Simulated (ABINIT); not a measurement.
# LiHF2 (R-3m): G0W0 in ABINIT against the exchange cutoff, part 2 of 2

Wanted: the cheapest exchange cutoff that holds the gap of LiHF2 (R-3m).

ABINIT 10.8.3; LDA and many-body steps on it, plane waves. Known limits of the many-body steps: not at the basis limit.

So far. Step 2 (Screening, 4×4×4 mesh, 22 bands, screening to 106.1 eV): Local fields lower ε∞ by 3 %.

## 5. 14.4 Ha

Level of this step: G0W0 on LDA, plane waves, norm-conserving pseudopotentials (ABINIT).

The self-energy is evaluated for the states that the input lists, and the levels follow from it, in one-shot runs by the linearised quasiparticle equation.

Input file run.abi:

```
acell 3*1.0 Angstrom
rprim 
  1.466983587415 0.846963369091 4.366688724100
  -1.466983587415 0.846963369091 4.366688724100
  0.000000000000 -1.693926738182 4.366688724100
ntypat 3
znucl 3 1 9
natom 4
typat 1 2 3 3
xred 
  0.000000000000 0.000000000000 0.000000000000
  0.500000000000 0.500000000000 0.500000000000
  0.413301880000 0.413301880000 0.413301880000
  0.586698120000 0.586698120000 0.586698120000
pp_dirpath "pseudos"
pseudos "Li.upf, H.upf, F.upf"
ecut 36
ngkpt 4 4 4
nshiftk 1
shiftk 0 0 0
kptopt 1
chksymbreak 0
istwfk *1
occopt 1
irdwfk 1
optdriver 4
nband 22
gwcalctyp 0
ecutsigx 14.4
symsigma 1
nkptgw 2
kptgw 
  0.5000000000 0.5000000000 0.5000000000
  0.0000000000 0.0000000000 0.0000000000
bdgw 
  8 11
  8 11
ecuteps 3.9
irdscr 1
ppmodel 1
indata_prefix "in"
outdata_prefix "out"
tmpdata_prefix "tmp"
```

On the command line:

```sh
> OMP_NUM_THREADS=1 mpirun -n 4 abinit run.abi > log
```

What it wrote:

```text
.Version 10.8.3 of ABINIT. v10.8.2 released Aug 2026.

 Symmetries : space group R-3 m (#166); Bravais hR (rhombohedral)
[... echo of the input left out ...]
== DATASET  1 ==================================================================
-   mpi_nproc: 4, omp_nthreads: 1 (-1 if OMP is not activated)

--- !DatasetInfo
iteration_state: {dtset: 1, }
dimensions: {natom: 4, nkpt: 13, mband: 22, nsppol: 1, nspinor: 1, nspden: 1, mpw: 2290, }
cutoff_energies: {ecut:  36.0, pawecutdg:  -1.0, }
[...]
Band     E0 <VxcDFT>   SigX SigC(E0)      Z dSigC/dE  Sig(E)    E-E0       E
[...]
10   5.338 -11.080  -5.997  -2.230   0.901  -0.110  -8.510   2.571   7.909
       11  10.038  -9.600  -3.766  -2.456   0.904  -0.106  -6.546   3.053  13.092

== END DATASET(S) ==============================================================
================================================================================

 -outvars: echo values of variables after computation  --------
           etotal      0.0000000000E+00
            nband          22
             nkpt          13
          spgroup         166
 [... the other variables as echoed above ...]

 Calculation completed.
```

The job ended after 2.4 s (4 MPI ranks of Arm Neoverse V2, shared host; peak memory 0.15 GiB; 9.3 s of CPU time).

This step gave:

```
G0W0 gap on the points computed              : 12.92 eV
starting gap on the mesh                     : 8.102 eV
k of the valence top                         : 0.5, 0.5, 0.5
k of the conduction bottom                   : 0, 0, 0
least direct G0W0 gap on the computed points : 13.17 eV
```

The gap on the mesh goes from 8.10 eV to 12.92 eV, a correction of +4.82 eV.

## 6. 25.2 Ha

Changes to run.abi since step 5:

```diff
@@ -28,3 +28,3 @@
 gwcalctyp 0
-ecutsigx 14.4
+ecutsigx 25.2
 symsigma 1
```

What it wrote:

```text
.Version 10.8.3 of ABINIT. v10.8.2 released Aug 2026.

 Symmetries : space group R-3 m (#166); Bravais hR (rhombohedral)
[... echo of the input left out ...]
== DATASET  1 ==================================================================
-   mpi_nproc: 4, omp_nthreads: 1 (-1 if OMP is not activated)

--- !DatasetInfo
iteration_state: {dtset: 1, }
dimensions: {natom: 4, nkpt: 13, mband: 22, nsppol: 1, nspinor: 1, nspden: 1, mpw: 2290, }
cutoff_energies: {ecut:  36.0, pawecutdg:  -1.0, }
[...]
Band     E0 <VxcDFT>   SigX SigC(E0)      Z dSigC/dE  Sig(E)    E-E0       E
[...]
10   5.338 -11.080  -6.065  -2.230   0.901  -0.110  -8.571   2.509   7.848
       11  10.038  -9.600  -3.790  -2.456   0.904  -0.106  -6.569   3.031  13.069

== END DATASET(S) ==============================================================
================================================================================

 -outvars: echo values of variables after computation  --------
           etotal      0.0000000000E+00
            nband          22
             nkpt          13
          spgroup         166
 [... the other variables as echoed above ...]

 Calculation completed.
```

Wall time 2.6 s (4 MPI ranks); peak memory 0.18 GiB; 9.9 s of CPU time.

This step gave:

- G0W0 gap on the points computed: 13.17 eV
- starting gap on the mesh: 8.102 eV
- k of the valence top: 0.5, 0.5, 0.5
- k of the conduction bottom: 0, 0, 0
- least direct G0W0 gap on the computed points: 13.41 eV

Against the run before, the gap moves by +0.253 eV.

## 7. 36 Ha

Changes to run.abi since step 6:

```diff
@@ -28,3 +28,3 @@
 gwcalctyp 0
-ecutsigx 25.2
+ecutsigx 36
 symsigma 1
```

What it wrote:

```text
.Version 10.8.3 of ABINIT. v10.8.2 released Aug 2026.

 Symmetries : space group R-3 m (#166); Bravais hR (rhombohedral)
[... echo of the input left out ...]
== DATASET  1 ==================================================================
-   mpi_nproc: 4, omp_nthreads: 1 (-1 if OMP is not activated)

--- !DatasetInfo
iteration_state: {dtset: 1, }
dimensions: {natom: 4, nkpt: 13, mband: 22, nsppol: 1, nspinor: 1, nspden: 1, mpw: 2290, }
cutoff_energies: {ecut:  36.0, pawecutdg:  -1.0, }
[...]
Band     E0 <VxcDFT>   SigX SigC(E0)      Z dSigC/dE  Sig(E)    E-E0       E
[...]
10   5.338 -11.080  -6.071  -2.230   0.901  -0.110  -8.576   2.504   7.843
       11  10.038  -9.600  -3.792  -2.456   0.904  -0.106  -6.570   3.030  13.068

== END DATASET(S) ==============================================================
================================================================================

 -outvars: echo values of variables after computation  --------
           etotal      0.0000000000E+00
            nband          22
             nkpt          13
          spgroup         166
 [... the other variables as echoed above ...]

 Calculation completed.
```

Wall time 2.7 s (4 MPI ranks); peak memory 0.2 GiB.

Numbers from this step:

```yaml
g0w0_gap_on_the_points_computed: 13.22 eV
starting_gap_on_the_mesh: 8.102 eV
k_of_the_valence_top: 0.5, 0.5, 0.5
k_of_the_conduction_bottom: 0, 0, 0
least_direct_g0w0_gap_on_the_computed_points: 13.46 eV
```

Against the run before, the gap moves by +0.047 eV.

## 8. Side by side

Times are wall times on 4 MPI ranks of Arm Neoverse V2, shared host, good to a factor of about two. A run's time includes the screening step that it read.

| run | mesh | bands | screening cutoff (eV) | DFT gap (eV) | gap on the mesh (eV) | direct (eV) | ε∞ used | time |
| --- | --- | --- | --- | --- | --- | --- | --- | --- |
| 3.6 Ha | 4×4×4 | 22 | 106.1 | 8.102 | 11.088 | 11.395 | 1.86 | 9.2 s |
| 7.2 Ha | 4×4×4 | 22 | 106.1 | 8.102 | 12.164 | 12.437 | 1.86 | 9.4 s |
| 14.4 Ha | 4×4×4 | 22 | 106.1 | 8.102 | 12.920 | 13.168 | 1.86 | 9.4 s |
| 25.2 Ha | 4×4×4 | 22 | 106.1 | 8.102 | 13.173 | 13.415 | 1.86 | 9.6 s |
| 36 Ha | 4×4×4 | 22 | 106.1 | 8.102 | 13.220 | 13.461 | 1.86 | 9.7 s |

## 9. Summary of results

```json
{
  "3.6 Ha": "11.088 eV",
  "7.2 Ha": "12.164 eV",
  "14.4 Ha": "12.920 eV",
  "25.2 Ha": "13.173 eV",
  "36 Ha": "13.220 eV",
  "known limits": "not at the basis limit"
}
```

What this shows: The setting moved: exchange cutoff. From 3.6 Ha to 36 Ha the gap moves by +2.13 eV. The last step still moves it by +0.047 eV. Bands and screening cutoff are coupled, so a series along one setting does not show full convergence. Below the screening cutoff the correlation part is cut too. Bands and cutoff are finite, so the gap is not at the basis limit. The miss can reach some tenths of an eV and take either sign; the mesh is an error of its own. In the G0W0 runs levels were corrected at 2 k points alone, so a gap called «on the mesh» is the least over those, and an edge elsewhere would be missed.

[Paths, hosts, dates, memory and timing lines, banners, echoed tables and standing remarks are left out of the program output.]

[Logs are printed without paths, hosts, clocks, repeated set-up lines and the standing remarks that a program may print on its own settings, such as how far it seeks lower states.]

[Runs of the session that timed out or met a known fault of the program may be left out.]

[Hosts, paths, dates, database ids (printed as entryN), source tags and the programs' standing remarks are cut or masked in the printed files.]

[G0W0 gaps are taken among the corrected bands and points alone; a level outside them can change the order at an edge.]

[Where Ansatz stands beside ABINIT at settings called matched, ABINIT's density can come from a denser mesh and the files from another edition; pairs whose starting gaps differed by over 0.03 eV were left out, so agreement reads better than it is.]
